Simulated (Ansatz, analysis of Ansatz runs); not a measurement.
# Does V_Cd go to the (011) surface of CdP2?, part 2 of 2

Question: does neutral V_Cd prefer the (011) surface of CdP2 or the inside, and by how much? The same defect is put at one site in each of several layers from the top towards the middle of one slab. Model: a cell of 48 host atoms with 1 Cd taken out.

Ansatz 0.2.0; plane-wave PAW DFT, PBEsol; a slab with vacuum, neutral defects.

So far. Step 2 (The clean slab): On a dense mesh the slab's energy differs by 26 meV an atom, so the supercells take one more k-point along each vector. Step 3 (Does the supercell reconstruct?): Atoms end at most 1.67 Å from the small cell's positions: the larger cell lets the slab distort, and the defects are built on the new structure.

### Step 4. The defect, layer by layer (continued)

Level of this step: plane-wave PAW DFT, PBEsol, periodic cell with vacuum; relaxation of a neutral defect in a slab; PAW set soft_1 (Ansatz).

Relaxation path:

```csv
step,energy less that of the first step (eV),largest force component (eV/Å)
1,0.0000,0.9285
2,-0.5992,0.5786
3,-0.7941,0.3020
4,-0.8927,0.1697
5,-0.9482,0.1255
6,-0.9721,0.2928
7,-0.9890,0.1022
8,-1.0081,0.1219
9,-1.0594,0.2283
10,-1.1666,0.5874
11,-1.3390,0.5122
12,-1.5413,0.3504
13,-1.7208,0.3423
14,-1.7679,0.7212
15,-1.6586,0.7724
16,-1.8575,0.1816
17,-1.8660,0.1277
18,-1.8806,0.0336
19,-1.8838,0.0300
20,-1.8865,0.0274
```

Relaxation step 15 was tried and not accepted.

The atoms that moved most (Å, from the sites as typed, ahead of the random displacement, the mean shift of all atoms taken out):

```csv
atom,dx,dy,dz,length
P40,-1.025,-0.887,-1.103,1.748
P44,-0.542,0.107,-0.836,1.002
P24,0.303,0.094,0.429,0.534
P20,-0.434,0.112,0.090,0.457
P9,0.314,-0.010,0.301,0.435
P46,-0.156,-0.387,-0.035,0.418
P17,-0.388,-0.119,-0.091,0.416
P41,0.253,0.324,-0.046,0.413
```

The atoms nearest to the centre after the run:

```csv
atom,distance (Å)
P40,1.290
P44,2.390
P41,2.594
P46,2.944
P17,3.112
P24,3.411
Cd29,3.789
P43,3.948
P38,3.961
Cd31,3.995
```

Among the atoms that came to bonding distance: P41–P40 2.23 Å (from 4.15).

All relaxations:

```csv
layer,depth (Å),moment (μB),outcome,structures computed,largest displacement from the input (Å),time
1,1.05,0,converged,20,1.75,21 s
1,1.05,2,converged,19,1.76,51 s
2,1.73,0,converged,36,2.37,36 s
2,1.73,2,converged,33,2.38,52 s
3,3.29,0,converged,24,0.95,16 s
3,3.29,2,converged,15,0.70,24 s
```

The relaxation ends 40 meV an atom lower than the displaced start, with a largest force component of 0.027 eV/Å.

### Step 5. Energies and states

Single points on the relaxed structures give the energies, all at one sampling, and show where the defect's states lie.

layer2_M0.point.pbesol/input.yaml

```yaml
crystal:
  lattice:
    - [10.395022, 0.0, 0.0]
    - [0.0, 11.327761, 0.0]
    - [0.0, 0.0, 22.0]
  atoms:
    - { symbol: Cd, position: [0.0847364, 0.84925985, 0.44233077] }
    - { symbol: Cd, position: [0.40669481, 0.03276885, 0.36016307] }
[... 5 atom lines left out ...]
    - { symbol: Cd, position: [0.4427446, 0.78263661, 0.60933204] }
[... 8 atom lines left out ...]
    - { symbol: P, position: [0.44336851, 0.36139847, 0.68458052] }
[... 4 atom lines left out ...]
    - { symbol: P, position: [0.42962098, 0.46938514, 0.5291395] }
[... 17 atom lines left out ...]
    - { symbol: P, position: [0.7262191, 0.44259281, 0.6176455] }
[... 1 atom line left out ...]
    - { symbol: P, position: [0.81225057, 0.58645851, 0.56303941] }
[... 3 atom lines left out ...]
    - { symbol: P, position: [0.52472996, 0.49648623, 0.62013516] }
    - { symbol: P, position: [0.92341937, 0.93861085, 0.52219918] }
basis:
  ecutwfc: 420
  xc_grid: 2
hamiltonian:
  xc: pbesol
  pseudopotentials: { kind: paw, azcp: { folder: soft_1 }, xc_functional: pbe }
kpoints:
  mp_grid: { grid: [2, 2, 1] }
scf:
  occupations: { method: fermi_dirac, width: 0.01 }
  max_iter: 100
output:
  forces: true
  eigenvalues: true
  eigenstates: { localisation: true }
  populations: true
checkpoint:
  write: "../layer2_M0.point.pbesol.run"
  compress: false
  write_wavefunctions: false
  write_every: 100000
```

Launch:

```
ansatz run input.yaml --threads 32 --pin off --max-ram 84787MiB --backend cuda --events-out ev --progress --plain --runs-dir out --max-vram 78GiB
```

Numbers of over 12 decimals in the logs are rounded to 6 here.

The program printed:

```text
[...]
Crystal: 47 atoms, lattice volume = 2590.551 Å³
Basis set: ecut = 420 eV, 50643 PW (Γ), exchange–correlation on 144×160×300 points (8 copies of the dense FFT grid, shifted against one another)
Bands: 277, of which v1, the nominal top of the filled ones, is band 230 counted from 1 (229 counted from 0)
[...]
k-points: 4
[...]
SCF iter   1: F=—  HF=-146445.135389 eV  |F-HF|=—  |Δ(HF+E_count)|=         —  Δρ=2.64e-2  dr2=3.20e1  ethr=3.10e-3  ⟨swp⟩=9.0  Hψ=5577  notcnv=0  defer=83
[...]
SCF iter   2: F=—  HF=-146436.270451 eV  |F-HF|=—  |Δ(HF+E_count)|=    8.86e0  Δρ=1.18e-2  dr2=3.61e0  ethr=3.10e-3  ⟨swp⟩=3.0  Hψ=2204  notcnv=0  defer=167
[...]
SCF iter  13: F=—  HF=-146435.247058 eV  |F-HF|=—  |Δ(HF+E_count)|=   1.73e-7  Δρ=1.42e-6  dr2=2.58e-7  ethr=1.88e-10  ⟨swp⟩=2.8  Hψ=1605  notcnv=0  defer=164
SCF iter  14: F=-146435.247058 eV  HF=-146435.247058 eV  |F-HF|=5.31e-8  |Δ(HF+E_count)|=   2.27e-9  Δρ=8.32e-7  dr2=9.43e-8  ethr=2.17e-11  ⟨swp⟩=18.0  Hψ=6362  notcnv=0
SCF 1 converged in 14 iterations: F = -146435.247058 eV  dr2 = 9.43e-8
[...]
SCF converged after 14 iterations
Free energy (F): -146435.247058 eV
[...]
Fermi energy:    0.392009 eV
[...]
--- Löwdin populations: 47 sites ---
[...]
spilling = 0.011135 (of n_electrons = 460.000000)
[...]
```

Elapsed: 2.9 s, on 1 × NVIDIA GB200 with 32 threads of Arm Neoverse V2, shared host; peak memory 2.8 GiB; 30 s of CPU time.

In the SCF lines HF is the Harris–Foulkes energy and dr2 the Hartree energy of the density residual, in eV; the loop may stop once dr2 is under the threshold and the program's other checks hold. Hψ counts applications of the Hamiltonian.

States next to the filling edge at the first k-point, on the run's own zero (eigenstates.tsv). The participation number counts the atoms that a state is spread over, of 47; bands count from 0.

```csv
spin,band,energy (eV),occupation,participation,largest share on,share
both,224,-0.321,2.00,27.6,P20,0.07
both,225,-0.255,2.00,25.9,P14,0.10
both,226,-0.164,2.00,25.1,P23,0.08
both,227,-0.086,2.00,27.1,P40,0.09
both,228,0.114,2.00,24.6,P10,0.11
both,229,0.190,2.00,22.7,P17,0.13
both,230,0.617,0.00,16.9,P11,0.13
both,231,0.674,0.00,15.4,P44,0.14
both,232,0.801,0.00,11.8,P37,0.16
both,233,0.926,0.00,8.5,P20,0.24
both,234,1.206,0.00,10.7,P33,0.21
```

Under PBEsol, periodic cell with vacuum at the first k-point of a 2×2×1 Γ-centred mesh, the highest filled state is spread over 23 of 47 atoms, and the lowest empty one, 0.43 eV above it, is spread over 17 of 47 atoms.

Against the clean slab and Cd (hcp):

```csv
layer,depth (Å),total moment (μB),formation energy (eV),against the deepest layer (eV)
1,1.05,0,0.67,-0.97
1,1.05,2,0.82,-0.82
2,1.73,0,0.21,-1.43
2,1.73,2,0.48,-1.16
3,3.29,0,1.64,0.00
3,3.29,2,1.86,0.22
```

### Step 6. Results

| Quantity | Value |
| --- | --- |
| highest less deepest of the layers obtained (PBEsol) | -0.97 eV |
| layer of the lowest energy (PBEsol), structures unlike | 2 |

Under PBEsol V_Cd is 0.97 eV lower in layer 1 than in layer 3, 3.3 Å down. But host atoms moved by over 1.2 Å in layer 1 at 0 μB (1.7 Å), layer 1 at 2 μB (1.8 Å), layer 2 at 0 μB (2.4 Å) and layer 2 at 2 μB (2.4 Å): the surface or the defect's shell rebuilt itself there, so the layers are not compared like for like and these differences are no segregation energies. The clean slab's gap at this sampling is 0.21 eV; it is small, so surface states can take up the defect's carriers. Limits: neutral states alone; one site a layer, which need not be the same crystallographic site in every layer, at most four layers; one defect on one side of the slab, 10.4 Å from its images and with no dipole correction; the deepest layer of so thin a slab is not yet bulk, and the thickness was not varied; the in-plane lattice is the database's, not relaxed here; no adsorbates, no temperature.

[Logs are printed without paths, hosts, clocks, repeated set-up lines and the standing remarks that a program may print on its own settings, such as how far it seeks lower states.]

[Hosts, paths, dates, database ids (printed as entryN), source tags and the programs' standing remarks are cut or masked in the printed files.]

[Maps of the electrostatic potential energy from Ansatz leave out the sawtooth potential of an applied field or a dipole correction, so their vacuum need not be flat.]
